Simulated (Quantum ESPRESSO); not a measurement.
# Work-function anisotropy of Ni, part 3 of 6

Wanted: work functions of Ni face by face, under two functionals.

Quantum ESPRESSO 7.5; plane-wave DFT, PBE, PseudoDojo norm-conserving pseudopotentials.

So far. Step 2 (Relaxation with pw.x of (111), PBE): The relaxation lowers the energy by 1 meV an atom. On the free atoms the largest force ends at 0.011 eV/Å. Step 6 (Electrostatic potential of (111)): On (111) the work function under PBEsol lies +0.14 eV from PBE's.

**7. Relaxing the ions of (100), PBE**

Level of this step: plane-wave DFT, PBE, GBRV ultrasoft pseudopotentials (Quantum ESPRESSO 7.5).

File 100.relax.in:

```
&control
  prefix = '100.relax'
  outdir = './out'
  pseudo_dir = './pseudo'
  nstep = 40
  forc_conv_thr = 0.001
  calculation = 'relax'
/
&system
  ibrav = 0
  nat = 5
  ntyp = 1
  ecutwfc = 40
  ecutrho = 200
  occupations = 'smearing'
  smearing = 'mv'
  degauss = 0.02
  nspin = 2
  starting_magnetization(1) = 0.12
/
&electrons
  conv_thr = 1e-07
  mixing_beta = 0.4
  electron_maxstep = 120
  mixing_mode = 'local-TF'
/
&ions
/
ATOMIC_SPECIES
  Ni  58.6934  ni_pbe_v1.4.uspp.F.UPF
CELL_PARAMETERS angstrom
  2.48901586977665 0.00000000000000 0.00000000000000
  0.00000000000000 2.48901586977665 0.00000000000000
  0.00000000000000 0.00000000000000 23.04000000000000
ATOMIC_POSITIONS crystal
  Ni  0.000000000000 0.000000000000 0.347222222222
  Ni  0.500000000000 0.500000000000 0.423611111111
  Ni  0.000000000000 0.000000000000 0.500000000000 0 0 0
  Ni  0.500000000000 0.500000000000 0.576388888889
  Ni  0.000000000000 0.000000000000 0.652777777778
K_POINTS automatic
  12 12 1 0 0 0
```

Started as:

```console
OMP_NUM_THREADS=1 mpirun -n 4 pw.x -nk 4 -in 100.relax.in > 100.relax.out
```

What it wrote:

```text
[banner, memory and clock lines left out]
Program PWSCF v.7.5 starts
[citation notice left out]

[...]
Message from routine setup:
[...]
bravais-lattice index     =            0
     lattice parameter (alat)  =       4.7036  a.u.
     unit-cell volume          =     963.2398 (a.u.)^3
     number of atoms/cell      =            5
     number of atomic types    =            1
     number of electrons       =        90.00
     number of Kohn-Sham states=           54
     kinetic-energy cutoff     =      40.0000  Ry
     charge density cutoff     =     200.0000  Ry
     scf convergence threshold =      1.0E-07
     mixing beta               =       0.4000
     number of iterations used =            8  local-TF  mixing
     energy convergence thresh.=      1.0E-04
     force convergence thresh. =      1.0E-03
     Exchange-correlation=  SLA  PW   PBX  PBC
                           (   1   4   3   4   0   0   0)
     nstep                     =           40

[...]
PseudoPot. # 1 for Ni read from file:
     ./pseudo/ni_pbe_v1.4.uspp.F.UPF
     Pseudo is Ultrasoft + core correction, Zval = 18.0
     Generated by new atomic code, or converted to UPF format
     Using radial grid of  865 points,  6 beta functions with:
                l(1) =   0
                l(2) =   0
                l(3) =   1
                l(4) =   1
                l(5) =   2
                l(6) =   2
     Q(r) pseudized with 10 coefficients,  rinner =    0.980   0.980   0.980
                                                       0.980   0.980

     atomic species   valence    mass     pseudopotential
     Ni               18.00    58.69340     Ni( 1.00)

     Starting magnetic structure
     atomic species   magnetization
     Ni              0.120

     16 Sym. Ops., with inversion, found

[...]
number of k points=    28  Marzari-Vanderbilt smearing, width (Ry)=  0.0200
[...]
Dense  grid:    46047 G-vectors     FFT dimensions: (  24,  24, 200)

     Smooth grid:    32987 G-vectors     FFT dimensions: (  20,  20, 180)

     Check: negative core charge=   -0.000015
     Generating pointlists ...
     new r_m :   0.4125 (alat units)  1.9402 (a.u.) for type    1

     Initial potential from superposition of free atoms

     starting charge      80.0000, renormalised to      90.0000

     negative rho (up, down):  1.352E-03 1.062E-03
     Starting wfcs are   65 randomized atomic wfcs

     per-process dynamical memory:    95.0 Mb

     Self-consistent Calculation

     iteration #  1     ecut=    40.00 Ry     beta= 0.40
     Davidson diagonalization with overlap
     ethr =  1.00E-02,  avg # of iterations = 10.1

     negative rho (up, down):  2.082E-01 2.240E-01

     total energy              =   -1664.68719339 Ry
     estimated scf accuracy    <    1403.15360277 Ry

     total magnetization       =     1.02 Bohr mag/cell
     absolute magnetization    =     1.04 Bohr mag/cell

     iteration #  2     ecut=    40.00 Ry     beta= 0.40
[...]
negative rho (up, down):  1.004E-01 1.084E-01

[...]
total energy              =   -1715.56838553 Ry
     estimated scf accuracy    <      14.52228848 Ry

     total magnetization       =     5.76 Bohr mag/cell
     absolute magnetization    =     6.09 Bohr mag/cell

     iteration #  3     ecut=    40.00 Ry     beta= 0.40
[...]
negative rho (up, down):  2.349E-02 2.567E-02

[...]
total energy              =   -1716.52403637 Ry
     estimated scf accuracy    <       2.15050282 Ry

     total magnetization       =     4.22 Bohr mag/cell
     absolute magnetization    =     4.78 Bohr mag/cell

     iteration #  4     ecut=    40.00 Ry     beta= 0.40
[...]
negative rho (up, down):  1.313E-02 1.441E-02

[...]
total energy              =   -1716.70119654 Ry
     estimated scf accuracy    <       6.90808245 Ry

     total magnetization       =     3.83 Bohr mag/cell
     absolute magnetization    =     4.43 Bohr mag/cell

     iteration #  5     ecut=    40.00 Ry     beta= 0.40
[...]
negative rho (up, down):  2.202E-04 2.414E-04

[...]
total energy              =   -1716.61687093 Ry
     estimated scf accuracy    <       2.26270582 Ry

     total magnetization       =     3.65 Bohr mag/cell
     absolute magnetization    =     4.22 Bohr mag/cell

     iteration #  6     ecut=    40.00 Ry     beta= 0.40
[...]
negative rho (up, down):  1.557E-03 1.530E-03

[...]
total energy              =   -1716.56395204 Ry
     estimated scf accuracy    <       0.97319949 Ry

     total magnetization       =     3.62 Bohr mag/cell
     absolute magnetization    =     4.17 Bohr mag/cell

[...]
iteration # 24     ecut=    40.00 Ry     beta= 0.40
[...]
negative rho (up, down):  2.713E-04 3.327E-04

[...]
total energy              =   -1716.25820217 Ry
     estimated scf accuracy    <       0.00000093 Ry

     total magnetization       =     3.60 Bohr mag/cell
     absolute magnetization    =     4.14 Bohr mag/cell

     iteration # 25     ecut=    40.00 Ry     beta= 0.40
[...]
negative rho (up, down):  2.784E-04 3.481E-04

[...]
total energy              =   -1716.25820362 Ry
     estimated scf accuracy    <       0.00000057 Ry

     total magnetization       =     3.60 Bohr mag/cell
     absolute magnetization    =     4.14 Bohr mag/cell

     iteration # 26     ecut=    40.00 Ry     beta= 0.40
[...]
negative rho (up, down):  2.814E-04 3.519E-04

[...]
total energy              =   -1716.25820366 Ry
     estimated scf accuracy    <       0.00000017 Ry

     total magnetization       =     3.60 Bohr mag/cell
     absolute magnetization    =     4.14 Bohr mag/cell

     iteration # 27     ecut=    40.00 Ry     beta= 0.40
[...]
negative rho (up, down):  2.883E-04 3.579E-04

     Magnetic moment per site  (integrated on atomic sphere of radius R)
     atom   1 (R=0.413)  charge= 16.5952  magn=  0.8178
     atom   2 (R=0.413)  charge= 16.6954  magn=  0.7348
     atom   3 (R=0.413)  charge= 16.7022  magn=  0.7253
[...]
1.6890   1.8659   2.0259   2.1768   2.2612   2.3629   2.4190   2.5118
     2.7391   2.7438   2.8001   2.8531   3.0515   3.0603   3.1609   3.1642
     3.2547   4.6786   6.0518   8.4333   8.9291   9.6226

[...]
the Fermi energy is     3.8542 ev

!    total energy              =   -1716.25820373 Ry
     estimated scf accuracy    <       0.00000002 Ry
     smearing contrib. (-TS)   =       0.00118514 Ry
     internal energy E=F+TS    =   -1716.25938887 Ry

     The total energy is F=E-TS. E is the sum of the following terms:
     one-electron contribution =  -13948.06478868 Ry
     hartree contribution      =    6986.13718760 Ry
     xc contribution           =    -177.65358685 Ry
     ewald contribution        =    5423.32179906 Ry

     total magnetization       =     3.60 Bohr mag/cell
     absolute magnetization    =     4.14 Bohr mag/cell

     convergence has been achieved in  27 iterations

     negative rho (up, down):  2.883E-04 3.579E-04

     Forces acting on atoms (cartesian axes, Ry/au):

     atom    1 type  1   force =     0.00000000    0.00000000    0.01364556
     atom    2 type  1   force =     0.00000000    0.00000000   -0.01590607
     atom    3 type  1   force =     0.00000000    0.00000000    0.00000000
     atom    4 type  1   force =     0.00000000    0.00000000    0.01590607
     atom    5 type  1   force =     0.00000000    0.00000000   -0.01364556

     Total force =     0.029638     Total SCF correction =     0.001863

     BFGS Geometry Optimization
     Energy error            =      8.8E-04 Ry
     Gradient error          =      1.6E-02 Ry/Bohr

     number of scf cycles    =   1
     number of bfgs steps    =   0

     energy             new  =   -1716.2582037331 Ry

     new trust radius        =       0.0159060750 bohr
     new conv_thr            =       0.0000001000 Ry

ATOMIC_POSITIONS (crystal)
Ni               0.0000000000        0.0000000000        0.3475356302
Ni               0.5000000000        0.5000000000        0.4232457842
Ni               0.0000000000        0.0000000000        0.5000000000    0   0   0
Ni               0.5000000000        0.5000000000        0.5767542158
Ni               0.0000000000        0.0000000000        0.6524643698

[...]
NEW-OLD atomic charge density approx. for the potential

     Check: negative core charge=   -0.000015

     negative rho (up, down):  3.242E-04 3.329E-04
     Generating pointlists ...

     per-process dynamical memory:   160.9 Mb

     Self-consistent Calculation

     iteration #  1     ecut=    40.00 Ry     beta= 0.40
     Davidson diagonalization with overlap
     ethr =  1.00E-06,  avg # of iterations =  5.8

     negative rho (up, down):  2.522E-04 3.011E-04

     total energy              =   -1716.24982053 Ry
     estimated scf accuracy    <       0.12161078 Ry

     total magnetization       =     3.57 Bohr mag/cell
     absolute magnetization    =     4.11 Bohr mag/cell

[...]
iteration # 14     ecut=    40.00 Ry     beta= 0.40
[...]
negative rho (up, down):  2.895E-04 3.644E-04

     Magnetic moment per site  (integrated on atomic sphere of radius R)
     atom   1 (R=0.413)  charge= 16.6004  magn=  0.8168
     atom   2 (R=0.413)  charge= 16.6971  magn=  0.7361
     atom   3 (R=0.413)  charge= 16.6973  magn=  0.7243
     atom   4 (R=0.413)  charge= 16.6971  magn=  0.7361
     atom   5 (R=0.413)  charge= 16.6004  magn=  0.8168

[...]
End of self-consistent calculation

 ------ SPIN UP ------------

          k = 0.0000 0.0000 0.0000 (  4139 PWs)   bands (ev):

   -99.9747 -99.9700 -99.9219 -99.6233 -99.6232 -60.4195 -60.3670 -60.2939
   -60.2939 -60.2815 -60.2815 -60.2751 -60.2203 -60.2203 -60.0126 -60.0126
   -60.0126 -60.0126 -59.8760 -59.8757  -4.8341  -3.6299  -1.9605  -0.7947
    -0.7589  -0.2722   0.0940   0.6077   1.0601   1.2884   1.4783   1.4783
     1.8625   1.8625   1.9752   2.2182   2.4130   2.4519   2.4519   2.5422
     2.5708   2.6880   2.9500   2.9692   2.9692   3.1168   3.1863   3.2406
     3.2406   4.3203   5.6353   8.2664   8.7515   9.4603

          k = 0.0000 0.0833 0.0000 (  4135 PWs)   bands (ev):

   -99.9736 -99.9692 -99.9214 -99.6226 -99.6225 -60.4171 -60.3683 -60.3003
   -60.2967 -60.2925 -60.2808 -60.2687 -60.2273 -60.2204 -60.0199 -60.0199
   -60.0121 -60.0121 -59.8753 -59.8751  -4.6559  -3.4626  -1.8141  -0.6718
    -0.6578  -0.2152   0.1413   0.6374   1.0729   1.3326   1.4566   1.5022
     1.6768   1.8480   2.0155   2.1682   2.2748   2.3512   2.4220   2.5084
     2.7285   2.7413   2.8017   2.8459   3.0504   3.0598   3.1616   3.1638
     3.2545   4.7004   6.0647   8.4350   8.9338   9.6239

[...]
the Fermi energy is     3.8543 ev

!    total energy              =   -1716.25897212 Ry
     estimated scf accuracy    <       0.00000001 Ry
     smearing contrib. (-TS)   =       0.00123848 Ry
     internal energy E=F+TS    =   -1716.26021059 Ry

     The total energy is F=E-TS. E is the sum of the following terms:
     one-electron contribution =  -13958.00022536 Ry
     hartree contribution      =    6991.08589182 Ry
     xc contribution           =    -177.65781426 Ry
     ewald contribution        =    5428.31193721 Ry

     total magnetization       =     3.60 Bohr mag/cell
     absolute magnetization    =     4.14 Bohr mag/cell

     convergence has been achieved in  14 iterations

     negative rho (up, down):  2.895E-04 3.644E-04

     Forces acting on atoms (cartesian axes, Ry/au):

     atom    1 type  1   force =     0.00000000    0.00000000    0.01142323
     atom    2 type  1   force =     0.00000000    0.00000000   -0.01117983
     atom    3 type  1   force =     0.00000000    0.00000000    0.00000000
     atom    4 type  1   force =     0.00000000    0.00000000    0.01117983
     atom    5 type  1   force =     0.00000000    0.00000000   -0.01142323

     Total force =     0.022604     Total SCF correction =     0.000672
     Energy error            =      7.7E-04 Ry
     Gradient error          =      1.1E-02 Ry/Bohr

     number of scf cycles    =   2
     number of bfgs steps    =   1

     energy             old  =   -1716.2582037331 Ry
     energy             new  =   -1716.2589721159 Ry

     CASE: energy            _new < energy            _old

     new trust radius        =       0.0174966825 bohr
     new conv_thr            =       0.0000000077 Ry

ATOMIC_POSITIONS (crystal)
Ni               0.0000000000        0.0000000000        0.3479374898
Ni               0.5000000000        0.5000000000        0.4228508775
Ni               0.0000000000        0.0000000000        0.5000000000    0   0   0
Ni               0.5000000000        0.5000000000        0.5771491225
Ni               0.0000000000        0.0000000000        0.6520625102

[...]
NEW-OLD atomic charge density approx. for the potential

     Check: negative core charge=   -0.000015

     negative rho (up, down):  3.200E-04 3.431E-04
     Generating pointlists ...

     per-process dynamical memory:   161.9 Mb

     Self-consistent Calculation

     iteration #  1     ecut=    40.00 Ry     beta= 0.40
     Davidson diagonalization with overlap
     ethr =  1.00E-06,  avg # of iterations =  6.5

     negative rho (up, down):  2.166E-04 2.754E-04

     total energy              =   -1716.25296813 Ry
     estimated scf accuracy    <       0.08108908 Ry

     total magnetization       =     3.57 Bohr mag/cell
     absolute magnetization    =     4.11 Bohr mag/cell

[...]
iteration # 14     ecut=    40.00 Ry     beta= 0.40
[...]
negative rho (up, down):  2.763E-04 3.525E-04

[...]
total energy              =   -1716.26009153 Ry
     estimated scf accuracy    <       0.00000017 Ry

     total magnetization       =     3.60 Bohr mag/cell
     absolute magnetization    =
```

Run time: 8.7 min. Hardware: 4 MPI ranks of Arm Neoverse V2, shared host; peak memory 0.7 GiB; 35 min of CPU time.

Step by step:

```csv
step,energy less that of the first step (eV),largest force (eV/Å)
1,0.0000,0.4090
2,-0.0105,0.2937
3,-0.0190,0.2021
4,-0.0240,0.0626
5,-0.0242,0.0550
6,-0.0246,0.0633
7,-0.0251,0.0638
8,-0.0257,0.0569
9,-0.0262,0.0248
```

The atoms that moved most (Å):

| atom | dx | dy | dz | length |
| --- | --- | --- | --- | --- |
| Ni5 | 0.000 | 0.000 | -0.057 | 0.057 |
| Ni1 | 0.000 | 0.000 | 0.057 | 0.057 |
| Ni2 | 0.000 | 0.000 | -0.015 | 0.015 |
| Ni4 | 0.000 | 0.000 | 0.015 | 0.015 |

The relaxation lowers the energy by 5 meV an atom. On the free atoms the largest force ends at 0.025 eV/Å.

This step gave:

```
free energy            : -23350.9087 eV
Fermi energy           : 3.852 eV
magnetization          : 3.59 μB
absolute magnetization : 4.13 μB
site moments           : 0.8134, 0.7386, 0.7208, 0.7386, 0.8134 μB
```

[end of part 3 of 6]

[Logs are printed without paths, hosts, clocks, repeated set-up lines and the standing remarks that a program may print on its own settings, such as how far it seeks lower states.]

[Hosts, paths, dates, database ids (printed as entryN), source tags and the programs' standing remarks are cut or masked in the printed files.]

[Maps of the electrostatic potential energy from Ansatz leave out the sawtooth potential of an applied field or a dipole correction, so their vacuum need not be flat; planar profiles and work functions include it.]
